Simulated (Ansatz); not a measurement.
# Lattice dynamics of W (Im-3m, 1 atom in the cell)

Task: relax W (Im-3m, 1 atom in the cell), then find its harmonic phonons.

Method: DFT PBEsol, scalar-relativistic, plane waves, PAW, in Ansatz 0.2.0.

Most raw output is cut from this account.

### Step 1. The starting structure

The structure is cubic, space group Im-3m (No. 229). The conventional cell has a = 3.165 Å, b = 3.165 Å, c = 3.165 Å, α = 90.00°, β = 90.00°, γ = 90.00°. Nearest to W lie 8 W at 2.74 Å.

### Step 2. Bringing the structure to rest

Harmonic phonons are second derivatives at a point where the forces vanish, and they are wanted at zero stress, so atoms and cell are relaxed first.

input.yaml

```yaml
crystal:
  lattice:
    - [-1.582345, 1.582345, 1.582345]
    - [1.582345, -1.582345, 1.582345]
    - [1.582345, 1.582345, -1.582345]
  atoms:
    - { symbol: W, position: [0.0, 0.0, 0.0] }
kpoints:
  mp_grid: { grid: [18, 18, 18] }
hamiltonian:
  xc: pbesol
scf:
  occupations: { method: gaussian, width: 0.1 }
output:
  forces: true
  stress: true
  eigenvalues: true
  write_density: true
  write_potential: true
  elf: true
  volumetric_format: npy
relax:
  adjacent_minimum: "off"
  f_tol: 0.005
  max_steps: 80
  cell: { stress_tol: 0.05 }
```

The run is started by

```sh
> ansatz run input.yaml --threads 4 --pin off --max-ram 7168MiB --backend cpu --events-out ev --progress --plain --runs-dir out
```

It took 3.6 s on 4 threads of Arm Neoverse V1, shared host; peak memory 0.32 GiB; 12 s of CPU time.

Relaxation path:

```csv
step,energy less that of the first step (eV),largest force component (eV/Å),pressure (GPa),volume (Å³)
1,0.0000,0.0000,-3.14,15.85
2,0.0105,0.0000,9.49,15.27
3,-0.0016,0.0000,-0.14,15.70
4,-0.0016,0.0000,0.00,15.69
5*,-0.0015,0.0000,0.00,15.69
```

Relaxation steps marked * repeat the geometry before them on a plane-wave basis chosen anew for their cell, so energy and pressure can jump there. Relaxation step 2 was tried and not accepted.

```csv
"conventional cell, symmetrised",before,after,change
a (Å),3.165,3.154,-0.3 %
b (Å),3.165,3.154,-0.3 %
c (Å),3.165,3.154,-0.3 %
volume (Å³/atom),15.85,15.69,-1.0 %
```

The relaxed structure:

```xyz
1
Lattice="-1.5772 1.5772 1.5772 1.5772 -1.5772 1.5772 1.5772 1.5772 -1.5772" Properties=species:S:1:pos:R:3 pbc="T T T"
W     0.0000    0.0000    0.0000
```

Numbers from this step:

```
pressure          : 0.002496 GPa
volume per atom   : 15.69 Å³
gap on the k-mesh : 0 eV
```

Valence density in the ac plane of the conventional cell at fractional y = 0.000, with atoms of W within 0.2 Å of it. It is the smooth field of the valence electrons, not physical close to the nuclei.

Ten even steps from '0' (0.3 e/Å³) to '9' (5.2 e/Å³), each cell a mean:
```
89831000001599
98620000001379
54210000000135
11000000000011
00000000000000
00000000000000
00000000000000
00000000000000
00000000000000
11000000000001
43200000000123
87520000000268
99731000001489
79841000001598
```
Columns run along a (3.2 Å), rows up along c (3.2 Å), edges of the conventional cell, whose origin can differ from the input's. Atoms in or near the plane, at fractional coordinates: W at (0.00, 0.00).

ELF in the ac plane of the conventional cell at fractional y = 0.000, with atoms of W within 0.2 Å of it. It is the smooth field of the valence electrons, not physical close to the nuclei.

Ten even steps from '_' (0.09) to '@' (0.68), each cell a mean:
```
::**@@##::..--==--..--%%@@++
%%@@@@**::::==++==::--##@@@@
%%%%**==--==++**++--::==##%%
==------==++******++--::----
....::==++**********++--::..
::--==++****++++++****++==--
==++********++++++******++==
--==++******++++++****++==--
..::--==++**********++==::..
::::::--==++******++==--::::
####++----==****++==--==**##
@@@@@@++::--++**==::--**@@@@
==##@@##::::==++--..--%%@@**
__==@@##::..--==::..==%%%%::
```
Columns run along a (3.2 Å), rows up along c (3.2 Å), edges of the conventional cell, whose origin can differ from the input's. Atoms in or near the plane, at fractional coordinates: W at (0.00, 0.00).

Electrostatic potential energy in the ac plane of the conventional cell at fractional y = 0.000, with atoms of W within 0.2 Å of it. With pseudopotentials it is smooth inside the atoms' cores, unlike the true potential.

Values in eV, 14 rows by 14 columns, each cell a mean:
```
-48 -46 -35 -17   3  17  21  23  21  13  -2 -23 -39 -46
-42 -38 -26  -9   8  18  22  23  21  16   4 -14 -31 -39
-25 -21 -10   4  15  21  23  23  23  19  12   0 -14 -23
 -4  -1   7  14  19  22  23  24  23  21  18  12   4  -2
 12  14  17  20  22  23  23  23  23  23  21  19  16  13
 20  21  22  23  23  23  23  23  23  23  23  23  21  21
 23  23  23  24  24  23  23  23  23  23  24  23  23  23
 21  22  22  23  23  23  23  23  23  23  23  23  22  21
 16  17  19  21  22  23  23  23  23  23  22  21  18  17
  1   4  11  16  20  22  23  24  23  22  19  15   8   3
-20 -15  -5   8  16  21  23  24  23  20  14   4  -9 -17
-37 -33 -21  -5  11  19  22  23  22  17   7 -10 -26 -35
-48 -44 -33 -15   4  17  22  23  21  14  -1 -21 -38 -46
-48 -48 -37 -20   1  16  21  23  20  12  -4 -25 -42 -48
```
Columns run along a (3.2 Å; values clipped at the 3rd and 97th percentile), rows up along c (3.2 Å), edges of the conventional cell, whose origin can differ from the input's. Atoms in or near the plane, at fractional coordinates: W at (0.00, 0.00).

In this step the volume went from 15.85 to 15.69 Å³/atom.

### Step 3. Relaxing to small forces for the phonons

Phonons need a cell at rest on their own settings, so the relaxation is repeated with tight tolerances on forces and stress, using the mesh and the filling of the phonon run that follows.

input.yaml

```yaml
crystal:
  lattice:
    - [-1.5771737541, 1.5771737541, 1.5771737541]
    - [1.5771737541, -1.5771737541, 1.5771737541]
    - [1.5771737541, 1.5771737541, -1.5771737541]
  atoms:
    - { symbol: W, position: [0.0, 0.0, 0.0] }
kpoints:
  mp_grid: { grid: [20, 20, 20] }
hamiltonian:
  xc: pbesol
scf:
  occupations: { method: methfessel_paxton, width: 0.2 }
output:
  forces: true
  stress: true
  eigenvalues: true
relax:
  adjacent_minimum: "off"
  f_tol: 0.001
  max_steps: 60
  cell: { stress_tol: 0.01 }
```

Elapsed: 3.4 s, on 4 threads; peak memory 0.33 GiB.

Little changed from the start: no atom moved by 0.005 Å and no cell edge by 0.1 %.

This step gave:

* pressure: 0.001057 GPa

The forces vanish by symmetry and the pressure is 0.001 GPa, within the tolerances set. The cell now holds 15.69 Å³/atom.

### Step 4. The dispersion

Stability and thermal properties need the whole zone. Linear response on a 4×4×4 q mesh gives force constants as far as a supercell of that size would.

input.yaml

```yaml
crystal:
  lattice:
    - [-1.5770965783, 1.5770965783, 1.5770965783]
    - [1.5770965783, -1.5770965783, 1.5770965783]
    - [1.5770965783, 1.5770965783, -1.5770965783]
  atoms:
    - { symbol: W, position: [0.0, 0.0, 0.0] }
kpoints:
  mp_grid: { grid: [20, 20, 20] }
hamiltonian:
  xc: pbesol
scf:
  occupations: { method: methfessel_paxton, width: 0.2 }
output:
  eigenvalues: true
phonons:
  method: dfpt
  qmesh: [4, 4, 4]
  temperatures: { t_max: 1000, t_step: 50 }
  qpath:
    path:
      - [[0.0, 0.0, 0.0], [0.5, -0.5, 0.5], [0.0, 0.0, 0.5], [0.0, 0.0, 0.0], [0.25, 0.25, 0.25], [0.5, -0.5, 0.5]]
      - [[0.25, 0.25, 0.25], [0.0, 0.0, 0.5]]
    npoints: 10
```

Run time: 2.2 min. Hardware: 4 threads; peak memory 3.3 GiB.

This step gave:

- sum-rule residual before enforcement: 8.55e-5 eV/Å²
- lowest frequency on the path: 0 cm⁻¹
- highest frequency on the path or at a solved wavevector: 225.2 cm⁻¹
- mean frequency: 162.3 cm⁻¹
- Debye temperature (second moment): 309 K
- logarithmic mean frequency: 157.3 cm⁻¹
- lowest mode on the q mesh (acoustic modes at Γ apart): 100.8 cm⁻¹
- zero-point energy per atom: 30.18 meV
- heat capacity at 300 K: 23.67 J/(mol atoms K)
- vibrational entropy at 300 K: 32.62 J/(mol atoms K)

Frequencies (cm⁻¹) solved at each irreducible wavevector; negative means imaginary. Frequencies by wavevector, by row:

| q in reciprocal lattice units | star | mode 1 | mode 2 | mode 3 |
| --- | --- | --- | --- | --- |
| 0 0 0 | 1 | 0 | 0 | 0 |
| 0 0 0.25 | 12 | 100.8 | 101.9 | 164.9 |
| 0 0 -0.5 | 6 | 139.7 | 148.8 | 225.2 |
| 0 0.25 0.25 | 24 | 150.3 | 169.2 | 200.8 |
| 0.25 0.25 0.25 | 2 | 182.5 | 182.5 | 182.5 |
| 0.25 0.25 -0.25 | 6 | 137.5 | 137.5 | 200 |
| 0.25 -0.5 -0.5 | 12 | 158.2 | 179 | 208.5 |
| -0.5 -0.5 -0.5 | 1 | 190 | 190 | 190 |

Interpolated from a 4×4×4 q mesh. Phonon branches along the path, in cm⁻¹:

```csv
point,branch 1,branch 2,branch 3
Γ,0,0,0
halfway,138,138,200
H,190,190,190
halfway,158,179,208
N,140,149,225
halfway,101,102,165
Γ,0,0,0
halfway,131,131,173
P,182,182,182
halfway,163,193,193
H,190,190,190
jump to P,182,182,182
halfway,164,167,206
N,140,149,225
```

Tetrahedra on a 28×28×28 mesh, mean over bins of 2 cm-1. Interpolated from a 4×4×4 q mesh. Table of phonon density of states by wavenumber; read off at these points:

wavenumber (cm⁻¹), phonon density of states (1/cm⁻¹/cell) and a bar:
```
       10     0.0000 
       20     0.0002 
       30     0.0004 
       40     0.0008 #
       50     0.0012 #
       60     0.0018 #
       70     0.0024 ##
       80     0.0033 ##
       90     0.0044 ###
      100     0.0058 ####
      110     0.0078 ######
      120     0.0108 ########
      130     0.0157 ###########
      140     0.0287 #####################
      150     0.0393 #############################
      160     0.0412 ##############################
      170     0.0299 ######################
      180     0.0241 ##################
      190     0.0136 ##########
      200     0.0275 ####################
      210     0.0377 ###########################
      220     0.0093 #######
```

Second derivatives of the energy by pair, one row for each kind of neighbour of each atom listed. Each entry sums the pair over the periodic images of the supercell that the q mesh stands for, and in a polar crystal it holds the long-range dipole part too. Force constants by pair, by row:

```
atom  neighbour  distance (Å)  third of the trace (eV/Å²)  along the pair's line (eV/Å²)
  W1     itself             0                       18.68                              –
  W1          W         2.732                      -1.497                         -3.634
  W1          W         3.154                     -0.9145                         -3.013
  W1          W         4.461                     -0.1136                        -0.2323
  W1          W         5.231                     -0.0094                         0.0584
  W1          W         5.463                     -0.0141                        -0.3698
  W1          W         6.308                      0.0149                         -0.298
  W1          W         7.053                      0.0646                          0.073
```

Harmonic thermodynamic functions per atom, from the density of states. Interpolated from a 4×4×4 q mesh. Thermodynamic functions, by row:

```
T (K)  F_vib (meV/atom)  S (J/mol-atom/K)  C_V (J/mol-atom/K)
    0             30.18                 0                   0
   50             29.92             2.043               5.904
  100             26.97             9.689                16.1
  200              9.43             23.29                22.2
  300            -19.82             32.62               23.67
  400            -57.36             39.52               24.21
  500            -101.2             44.95               24.47
  600            -150.2             49.43               24.61
  700            -203.5             53.23                24.7
  800            -260.4             56.53               24.76
  900            -320.5             59.45                24.8
 1000            -383.5             62.06               24.82
```

Harmonic mean-square displacement, third of the trace. Interpolated from a 4×4×4 q mesh. Mean square displacements, by row:

```csv
T (K),W1 U_eq (Å²)
0,6.10e-4
100,8.60e-4
300,0.00204
600,0.00398
```

Symmetry leaves 8 wavevectors to solve. The lowest mode among them, the acoustic zeros apart, lies at q = (0, 0, 0.25) and is real, 101 cm⁻¹.

### Step 5. The same by displaced supercells

Finite displacements in a 2×2×2 supercell give force constants from forces alone. They are exact at the wavevectors that the supercell holds, where they check the linear-response result.

input.yaml: that of step 4 with these lines changed.

```diff
@@ -16,4 +16,4 @@
 phonons:
-  method: dfpt
-  qmesh: [4, 4, 4]
+  method: fd
+  supercell: [2, 2, 2]
   temperatures: { t_max: 1000, t_step: 50 }
```

Wall time 22 s (4 threads); peak memory 1.1 GiB; 85 s of CPU time.

This step gave:

| Property | Result |
| --- | --- |
| atoms in the supercell | 8 |
| sum-rule residual before enforcement | 1.54e-4 eV/Å² |

Interpolated from a 2×2×2 supercell, rough between the solved points. Phonon branches along the path, in cm⁻¹:

| point | branch 1 | branch 2 | branch 3 |
| --- | --- | --- | --- |
| Γ | 0 | 0 | 0 |
| halfway | 137 | 137 | 189 |
| H | 190 | 190 | 190 |
| halfway | 167 | 171 | 208 |
| N | 140 | 149 | 225 |
| halfway | 99 | 105 | 159 |
| Γ | 0 | 0 | 0 |
| halfway | 127 | 127 | 177 |
| P | 193 | 193 | 193 |
| halfway | 155 | 198 | 198 |
| H | 190 | 190 | 190 |
| jump to P | 193 | 193 | 193 |
| halfway | 163 | 168 | 217 |
| N | 140 | 149 | 225 |

The phonon density of states has structure finer than the step of the table below, so its rows give means over 10 cm⁻¹, whole bins alone (the curve runs from 1 to 225 cm⁻¹). Peaks (cm⁻¹: height): 151.0: 0.0480, 209.0: 0.0456.

Tetrahedra on a 28×28×28 mesh, mean over bins of 2 cm-1. Interpolated from a 2×2×2 supercell, rough between the solved points. The phonon density of states by wavenumber; means over each step:

wavenumber (cm⁻¹), phonon density of states (1/cm⁻¹/cell) and a bar:
```
       10     0.0000 
       20     0.0002 
       30     0.0004 
       40     0.0007 
       50     0.0012 #
       60     0.0018 #
       70     0.0025 ##
       80     0.0035 ##
       90     0.0048 ###
      100     0.0064 ####
      110     0.0087 ######
      120     0.0119 ########
      130     0.0172 ############
      140     0.0287 ####################
      150     0.0431 ##############################
      160     0.0316 ######################
      170     0.0256 ##################
      180     0.0221 ###############
      190     0.0168 ############
      200     0.0244 #################
      210     0.0353 #########################
      220     0.0128 #########
```

### Step 6. Outcome

| Quantity | Value |
| --- | --- |
| space group after relaxation (within 0.01 Å) | Im-3m |
| volume per atom | 15.7 Å³ |
| electronic character | no gap on this mesh |
| lowest mode on the q mesh (acoustic modes at Γ apart) | 101 cm⁻¹ |
| highest frequency on the path or at a solved wavevector | 225 cm⁻¹ |
| zero-point energy per atom | 30.2 meV |
| heat capacity at 300 K | 23.7 J/(mol atoms K) |
| vibrational entropy at 300 K | 32.6 J/(mol atoms K) |
| Debye temperature (second moment) | 309 K |
| imaginary modes on the 4×4×4 q mesh | none |

**Reading.** The structure is a minimum as far as tested: no mode is imaginary at the 8 irreducible wavevectors of the 4×4×4 mesh, and the softest away from the acoustic zeros lies at 101 cm⁻¹. With no gap, or one that is small against the smearing, the frequencies hang on the k mesh and the smearing, most of all near Kohn anomalies. Spin-orbit coupling is left out, which can matter for the heavy elements here. A phonon run warned that its eigensolver left some bands unconverged in a pass. These are harmonic frequencies at zero temperature: anharmonic shifts, linewidths and thermal expansion are left out.

[Logs are printed without paths, hosts, clocks, repeated set-up lines and the standing remarks that a program may print on its own settings, such as how far it seeks lower states.]

[Hosts, paths, dates, database ids (printed as entryN), source tags and the programs' standing remarks are cut or masked in the printed files.]
